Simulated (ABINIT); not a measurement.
# Beyond one shot: AlGaN2 (P3m1)

How far does self-consistency move the gap of AlGaN2 (P3m1)?

Program: ABINIT 10.8.3. Level of theory: LDA and many-body steps on it, plane waves. Results are calculated unless marked as measured.

## (1) The starting structure

It takes space group P3m1 (No. 156, trigonal). The conventional cell has a = 3.145 Å, b = 3.145 Å, c = 5.097 Å, α = 90.00°, β = 90.00°, γ = 120.00°. Nearest to Al lie 4 N at 1.89 to 1.90 Å. Nearest to Ga lie 4 N at 1.93 to 1.96 Å. Nearest to N lie 3 Al at 1.90 Å and 1 Ga at 1.96 Å. Nearest to N lie 1 Al at 1.89 Å and 3 Ga at 1.93 Å. Farther neighbours and most contacts between anions are not listed.

The cell and positions are those that the Materials Project relaxed with its own functionals (PBE, PBE+U or r2SCAN), kept fixed.

## (2) Empty states on the mesh, 3×3×2 mesh, 38 bands

This step: ABINIT 10.8.3; DFT, LDA, plane waves, norm-conserving pseudopotentials.

The sums over transitions need many empty states on a uniform mesh; this step solves for them.

run.abi

```
acell 3*1.0 Angstrom
rprim 
  3.145282644058 -0.000000000015 0.000000000000
  -1.572641322016 2.723894671844 0.000000000000
  0.000000000000 0.000000000000 5.096893730000
ntypat 3
znucl 13 31 7
natom 4
typat 1 2 3 3
xred 
  0.000000000000 0.000000000000 0.999263770000
  0.666666666667 0.333333333333 0.497174210000
  0.666666666667 0.333333333333 0.111803640000
  0.000000000000 0.000000000000 0.628158390000
pp_dirpath "pseudos"
pseudos "Al.upf, Ga.upf, N.upf"
ecut 45
ngkpt 3 3 2
nshiftk 1
shiftk 0 0 0
kptopt 1
chksymbreak 0
iscf -2
irdden 1
istwfk *1
nband 38
nbdbuf 4
tolwfr 1e-09
nstep 60
prtvol 0
indata_prefix "in"
outdata_prefix "out"
tmpdata_prefix "tmp"
```

Run with:

```bash
$ OMP_NUM_THREADS=1 mpirun -n 4 abinit run.abi > log
```

Numbers of over 12 decimals in the logs are rounded to 6 here.

The log of the run:

```text
.Version 10.8.3 of ABINIT. v10.8.2 released Aug 2026.

 Symmetries : space group P3 m 1 (#156); Bravais hP (primitive hexag.)
[... echo of the input left out ...]
== DATASET  1 ==================================================================
-   mpi_nproc: 4, omp_nthreads: 1 (-1 if OMP is not activated)

--- !DatasetInfo
iteration_state: {dtset: 1, }
dimensions: {natom: 4, nkpt: 6, mband: 38, nsppol: 1, nspinor: 1, nspden: 1, mpw: 4266, }
cutoff_energies: {ecut:  45.0, pawecutdg:  -1.0, }
[...]
0.22722    0.33410    0.42848    0.57907    0.60953    0.60953    0.65803    0.67260
   0.67260    0.76366    0.77660    0.77660    0.87074    0.87074    0.90165    0.96666
   1.06249    1.08042    1.08042    1.22893    1.22894    1.24659
 prteigrs : prtvol=0 or 1, do not print more k-points.

== END DATASET(S) ==============================================================
================================================================================

 -outvars: echo values of variables after computation  --------
            nband          38
             nkpt           6
          spgroup         156
 [... the other variables as echoed above ...]

 Calculation completed.
```

Elapsed: 8.3 s, on 4 MPI ranks of Intel Xeon Platinum 8559C (Emerald Rapids), shared host; peak memory 0.31 GiB; 32 s of CPU time.

This step gave:

```
gap                                                           : 2.908 eV
k of the valence top                                          : 0, 0, 0
k of the conduction bottom                                    : 0, 0, 0
least direct gap                                              : 2.908 eV
k points computed                                             : 6
lowest point of the top converged band, above the valence top : 22.79 eV
```

On this mesh the gap is 2.908 eV.

The density comes from a self-consistent run that is not shown.

## (3) Screening, 3×3×2 mesh, 34 bands, screening to 87.1 eV

The RPA dielectric matrix is built and inverted for each q.

This step: RPA screening on LDA, plane waves, norm-conserving pseudopotentials.

run.abi: that of step 2 with these lines changed.

```diff
@@ -22,10 +22,11 @@
 chksymbreak 0
-iscf -2
-irdden 1
 istwfk *1
-nband 38
-nbdbuf 4
-tolwfr 1e-09
-nstep 60
-prtvol 0
+occopt 1
+irdwfk 1
+optdriver 3
+nband 34
+ecuteps 3.2
+inclvkb 2
+awtr 1
+symchi 1
 indata_prefix "in"
```

The log of the run:

```text
.Version 10.8.3 of ABINIT. v10.8.2 released Aug 2026.

 Symmetries : space group P3 m 1 (#156); Bravais hP (primitive hexag.)
[... echo of the input left out ...]
== DATASET  1 ==================================================================
-   mpi_nproc: 4, omp_nthreads: 1 (-1 if OMP is not activated)

--- !DatasetInfo
iteration_state: {dtset: 1, }
dimensions: {natom: 4, nkpt: 6, mband: 34, nsppol: 1, nspinor: 1, nspden: 1, mpw: 4266, }
cutoff_energies: {ecut:  45.0, pawecutdg:  -1.0, }
electrons: {nelect:   3.40000000E+01, charge:   0.00000000E+00, occopt:   1.00000000E+00, tsmear:   1.00000000E-02, }

 SCREENING: Calculation of the susceptibility and dielectric matrices

 Based on a program developped by R.W. Godby, V. Olevano, G. Onida, and L. Reining.
 Incorporated in ABINIT by V. Olevano, G.-M. Rignanese, and M. Torrent.
.Using double precision arithmetic ; gwpc =  8

[... cell and pseudopotentials left out ...]
--------------------------------------------------------------------------------

 ==== K-mesh for the wavefunctions ====
 Number of points in the irreducible wedge :     6
[... list of points left out ...]
 Together with  6 symmetry operations and time-reversal symmetry
 yields    18 points in the full Brillouin Zone.

 ==== Q-mesh for the screening function ====
 Number of points in the irreducible wedge :     6
[... list of points left out ...]
 Together with  6 symmetry operations and time-reversal symmetry
 yields    18 points in the full Brillouin Zone.

 setmesh: FFT mesh size selected  =    20x   20x   40
          total number of points  =        16000

 vcoul_init : cutoff-mode = AUXILIARY_FUNCTION
 q-points for optical limit:   1
     1)      0.000010    0.000020    0.000030

- screening: taking advantage of time-reversal symmetry
- Maximum band index for partially occupied states nbvw = 17
- Remaining bands to be divided among processors   nbcw = 17
- Number of bands treated by each node ~4

 Number of electrons calculated from density =   34.0000; Expected =   34.0000
 average of density, n =  0.115379
 r_s =    1.2743
 omega_plasma =   32.7657 [eV]

 calculating chi0 at frequencies [eV] :
  1    0.000000E+00    0.000000E+00
  2    0.000000E+00    3.276566E+01

--------------------------------------------------------------------------------
  q-point number  1        q = ( 0.000000, 0.000000, 0.000000) [r.l.u.]
--------------------------------------------------------------------------------
[... chi0 elements left out ...]
 For q-point:  0.000010 0.000020 0.000030
  dielectric constant =   6.4702
  dielectric constant without local fields =   6.9533

  Average fulfillment of the sum rule on Im[epsilon] for q-point    1 :     19.55  [%]
[... wings left out ...]
  q-point number  2        q = ( 0.333333, 0.000000, 0.000000) [r.l.u.]
--------------------------------------------------------------------------------
[... chi0 elements left out ...]
  Average fulfillment of the sum rule on Im[epsilon] for q-point    2 :     25.54  [%]

 [... 4 further q-points ...]
```

The job ended after 5 s (4 MPI ranks; peak memory 0.45 GiB).

This step gave:

* ε∞ with local fields, on this mesh, along the program's q direction: 6.470
* the same without local fields: 6.953
* plasma frequency: 32.77 eV
* plane waves in the screening matrix: 97

Local fields lower ε∞ by 7 %. On a Γ-centred mesh this coarse the value itself is usually too large, while a short band sum pulls it down.

## (4) G0W0

The self-energy is evaluated for the states that the input lists, and the levels follow from it, in one-shot runs by the linearised quasiparticle equation.

This step: G0W0 on LDA, plane waves, norm-conserving pseudopotentials.

run.abi: that of step 3 with these lines changed.

```diff
@@ -25,8 +25,15 @@
 irdwfk 1
-optdriver 3
+optdriver 4
 nband 34
+gwcalctyp 0
+ecutsigx 45
+symsigma 1
+nkptgw 1
+kptgw 
+  0.0000000000 0.0000000000 0.0000000000
+bdgw 
+  16 19
 ecuteps 3.2
-inclvkb 2
-awtr 1
-symchi 1
+irdscr 1
+ppmodel 1
 indata_prefix "in"
```

The log of the run:

```text
.Version 10.8.3 of ABINIT. v10.8.2 released Aug 2026.

 Symmetries : space group P3 m 1 (#156); Bravais hP (primitive hexag.)
[... echo of the input left out ...]
== DATASET  1 ==================================================================
-   mpi_nproc: 4, omp_nthreads: 1 (-1 if OMP is not activated)

--- !DatasetInfo
iteration_state: {dtset: 1, }
dimensions: {natom: 4, nkpt: 6, mband: 34, nsppol: 1, nspinor: 1, nspden: 1, mpw: 4266, }
cutoff_energies: {ecut:  45.0, pawecutdg:  -1.0, }
electrons: {nelect:   3.40000000E+01, charge:   0.00000000E+00, occopt:   1.00000000E+00, tsmear:   1.00000000E-02, }

 SIGMA: Calculation of the GW corrections

 Based on a program developped by R.W. Godby, V. Olevano, G. Onida, and L. Reining.
 Incorporated in ABINIT by V. Olevano, G.-M. Rignanese, and M. Torrent.
.Using double precision arithmetic ; gwpc =  8

[... cell and pseudopotentials left out ...]
--------------------------------------------------------------------------------

 ==== K-mesh for the wavefunctions ====
 Number of points in the irreducible wedge :     6
[... list of points left out ...]
 Together with  6 symmetry operations and time-reversal symmetry
 yields    18 points in the full Brillouin Zone.

 ==== Q-mesh for screening function ====
 Number of points in the irreducible wedge :     6
[... list of points left out ...]
 Together with  6 symmetry operations and time-reversal symmetry
 yields    18 points in the full Brillouin Zone.

 vcoul_init : cutoff-mode = AUXILIARY_FUNCTION
 q-points for optical limit:   1
     1)      0.000010    0.000020    0.000030
 setmesh: FFT mesh size selected  =    32x   32x   60
          total number of points  =        61440

 Number of electrons calculated from density =   34.0000; Expected =   34.0000
 average of density, n =  0.115379
 r_s =    1.2743
 omega_plasma =   32.7657 [eV]

 === KS Band Gaps ===
  >>>> For spin  1
   Minimum direct gap =   2.9086 [eV], located at k-point      :   0.0000  0.0000  0.0000
   Fundamental gap    =   2.9086 [eV], Top of valence bands at :   0.0000  0.0000  0.0000
                                       Bottom of conduction at :   0.0000  0.0000  0.0000
 SIGMA fundamental parameters:
 PLASMON POLE MODEL  1
 number of plane-waves for SigmaX                 4247
 number of plane-waves for SigmaC and W             97
 number of plane-waves for wavefunctions          4247
 number of bands                                    34
 number of independent spin polarizations            1
 number of spinorial components                      1
 number of k-points in IBZ                           6
 number of q-points in IBZ                           6
 number of symmetry operations                       6
 number of k-points in BZ                           18
 number of q-points in BZ                           18
 number of frequencies for dSigma/dE                 9
 frequency step for dSigma/dE [eV]                0.25
 number of omega for Sigma on real axis              0
 max omega for Sigma on real axis  [eV]           0.00
 zcut for avoiding poles [eV]                     0.10

 EPSILON^-1 parameters (SCR file):
 dimension of the eps^-1 matrix on file             97
 dimension of the eps^-1 matrix used                97
 number of plane-waves for wavefunctions          4247
 number of bands                                    34
 number of q-points in IBZ                           6
 number of frequencies                               2
 number of real frequencies                          1
 number of imag frequencies                          1

 matrix elements of self-energy operator (all in [eV])

 Perturbative Calculation

--- !SelfEnergy_ee
iteration_state: {dtset: 1, }
kpoint     : [   0.000,    0.000,    0.000, ]
spin       : 1
KS_gap     :    2.909
QP_gap     :    4.224
Delta_QP_KS:    1.316
data: !SigmaeeData |
     Band     E0 <VxcDFT>   SigX SigC(E0)      Z dSigC/dE  Sig(E)    E-E0       E
       16   6.183 -18.366 -22.106   4.118   0.795  -0.258 -18.065   0.301   6.484
       17   6.183 -18.366 -22.106   4.118   0.795  -0.258 -18.065   0.301   6.484
       18   9.091 -14.122  -9.124  -3.029   0.821  -0.218 -12.505   1.617  10.708
       19  11.659 -12.495  -6.907  -3.490   0.832  -0.202 -10.751   1.744  13.403

== END DATASET(S) ==============================================================
================================================================================

 -outvars: echo values of variables after computation  --------
           etotal      0.0000000000E+00
            nband          34
             nkpt           6
          spgroup         156
 [... the other variables as echoed above ...]

 Calculation completed.
```

Wall time 3.5 s (4 MPI ranks); peak memory 0.43 GiB; 13 s of CPU time.

Numbers from this step:

```yaml
g0w0_gap_on_the_points_computed: 4.224 eV
starting_gap_on_the_mesh: 2.908 eV
k_of_the_valence_top: 0, 0, 0
k_of_the_conduction_bottom: 0, 0, 0
z_at_the_valence_top: 0.795
z_at_the_conduction_bottom: 0.821
least_direct_g0w0_gap_on_the_computed_points: 4.224 eV
```

The gap on the mesh goes from 2.91 eV to 4.22 eV, a correction of +1.32 eV.

## (5) QSGW, cycle 1

This step: QSGW on LDA, plane waves, norm-conserving pseudopotentials.

run.abi: that of step 4 with these lines changed.

```diff
@@ -27,10 +27,20 @@
 nband 34
-gwcalctyp 0
+gwcalctyp 28
 ecutsigx 45
-symsigma 1
-nkptgw 1
+symsigma 0
+nkptgw 6
 kptgw 
   0.0000000000 0.0000000000 0.0000000000
+  0.3333333333 0.0000000000 0.0000000000
+  0.3333333333 0.3333333333 0.0000000000
+  0.0000000000 0.0000000000 0.5000000000
+  0.3333333333 0.0000000000 0.5000000000
+  0.3333333333 0.3333333333 0.5000000000
 bdgw 
-  16 19
+  12 23
+  12 23
+  12 23
+  12 23
+  12 23
+  12 23
 ecuteps 3.2
@@ -38,2 +48,3 @@
 ppmodel 1
+rhoqpmix 0.3
 indata_prefix "in"
```

The log of the run:

```text
.Version 10.8.3 of ABINIT. v10.8.2 released Aug 2026.

 Symmetries : space group P3 m 1 (#156); Bravais hP (primitive hexag.)
[... echo of the input left out ...]
== DATASET  1 ==================================================================
-   mpi_nproc: 4, omp_nthreads: 1 (-1 if OMP is not activated)

--- !DatasetInfo
iteration_state: {dtset: 1, }
dimensions: {natom: 4, nkpt: 6, mband: 34, nsppol: 1, nspinor: 1, nspden: 1, mpw: 4266, }
cutoff_energies: {ecut:  45.0, pawecutdg:  -1.0, }
electrons: {nelect:   3.40000000E+01, charge:   0.00000000E+00, occopt:   1.00000000E+00, tsmear:   1.00000000E-02, }

 SIGMA: Calculation of the GW corrections

 Based on a program developped by R.W. Godby, V. Olevano, G. Onida, and L. Reining.
 Incorporated in ABINIT by V. Olevano, G.-M. Rignanese, and M. Torrent.
.Using double precision arithmetic ; gwpc =  8

[... cell and pseudopotentials left out ...]
--------------------------------------------------------------------------------

 ==== K-mesh for the wavefunctions ====
 Number of points in the irreducible wedge :     6
[... list of points left out ...]
 Together with  6 symmetry operations and time-reversal symmetry
 yields    18 points in the full Brillouin Zone.

 ==== Q-mesh for screening function ====
 Number of points in the irreducible wedge :     6
[... list of points left out ...]
 Together with  6 symmetry operations and time-reversal symmetry
 yields    18 points in the full Brillouin Zone.

 vcoul_init : cutoff-mode = AUXILIARY_FUNCTION
 q-points for optical limit:   1
     1)      0.000010    0.000020    0.000030
 setmesh: FFT mesh size selected  =    32x   32x   60
          total number of points  =        61440

 Number of electrons calculated from density =   34.0000; Expected =   34.0000
[...]
KS_gap     :    6.426
QP_gap     :    8.237
Delta_QP_KS:    1.811
data: !SigmaeeData |
     Band     E_DFT   <VxcDFT>   E(N-1)  <Hhartree>   SigX  SigC[E(N-1)]    Z     dSigC/dE  Sig[E(N)]  DeltaE  E(N)_pert E(N)_diago
[...]
--- !SelfEnergy_ee
iteration_state: {dtset: 1, }
kpoint     : [   0.333,    0.333,    0.500, ]
spin       : 1
KS_gap     :    7.574
QP_gap     :    9.827
Delta_QP_KS:    2.253
data: !SigmaeeData |
     Band     E_DFT   <VxcDFT>   E(N-1)  <Hhartree>   SigX  SigC[E(N-1)]    Z     dSigC/dE  Sig[E(N)]  DeltaE  E(N)_pert E(N)_diago
[...]
22    15.908   -16.255    15.908    32.163    -9.174    -3.764     1.000     0.000   -12.937     3.317    19.226    19.282
       23    17.212   -14.067    17.212    31.280    -7.187    -4.097     1.000     0.000   -11.284     2.783    19.995    20.007

 New Fermi energy :        3.231342E-01 Ha ,    8.792930E+00 eV

 === QP Band Gaps ===
  >>>> For spin  1
   Minimum direct gap =   4.4541 [eV], located at k-point      :   0.0000  0.0000  0.0000
   Fundamental gap    =   4.4541 [eV], Top of valence bands at :   0.0000  0.0000  0.0000
                                       Bottom of conduction at :   0.0000  0.0000  0.0000

 writing QP data on file : out_QPS

 Convergence of QP corrections
 >>>>> For spin  1 <<<<<
.  kptgw no:  1; Maximum DeltaE = (   0.000   0.000) for band index:  9
.  kptgw no:  2; Maximum DeltaE = (   2.581   0.000) for band index: 10
.  kptgw no:  3; Maximum DeltaE = (   2.277   0.000) for band index:  8
.  kptgw no:  4; Maximum DeltaE = (  -0.120   0.000) for band index: 12
.  kptgw no:  5; Maximum DeltaE = (   2.730   0.000) for band index: 11
.  kptgw no:  6; Maximum DeltaE = (   2.596  -0.000) for band index: 11

== END DATASET(S) ==============================================================
================================================================================

 -outvars: echo values of variables after computation  --------
           etotal      0.0000000000E+00
            nband          34
             nkpt           6
          spgroup         156
 [... the other variables as echoed above ...]

 Calculation completed.
```

The job ended after 13 s (4 MPI ranks; peak memory 0.76 GiB).

This step gave:

```yaml
quasiparticle_gap_on_the_mesh: 4.454 eV
gap_of_the_density_functional_on_the_mesh: 2.908 eV
k_of_the_valence_top: 0, 0, 0
k_of_the_conduction_bottom: 0, 0, 0
z_at_the_valence_top: 1
z_at_the_conduction_bottom: 1
least_direct_quasiparticle_gap_on_the_computed_points: 4.454 eV
```

Against G0W0 in ABINIT (3×3×2 mesh, 34 bands, screening to 87.1 eV, Godby-Needs plasmon pole), the gap moves by +0.230 eV.

[end of part 1 of 3]

[Paths, hosts, dates, memory and timing lines, banners, echoed tables and standing remarks are left out of the program output.]

[Logs are printed without paths, hosts, clocks, repeated set-up lines and the standing remarks that a program may print on its own settings, such as how far it seeks lower states.]

[Runs of the session that timed out or met a known fault of the program may be left out.]

[Hosts, paths, dates, database ids (printed as entryN), source tags and the programs' standing remarks are cut or masked in the printed files.]

[G0W0 gaps are taken among the corrected bands and points alone; a level outside them can change the order at an edge.]

[Where Ansatz stands beside ABINIT at settings called matched, ABINIT's density can come from a denser mesh and the files from another edition; pairs whose starting gaps differed by over 0.03 eV were left out, so agreement reads better than it is.]
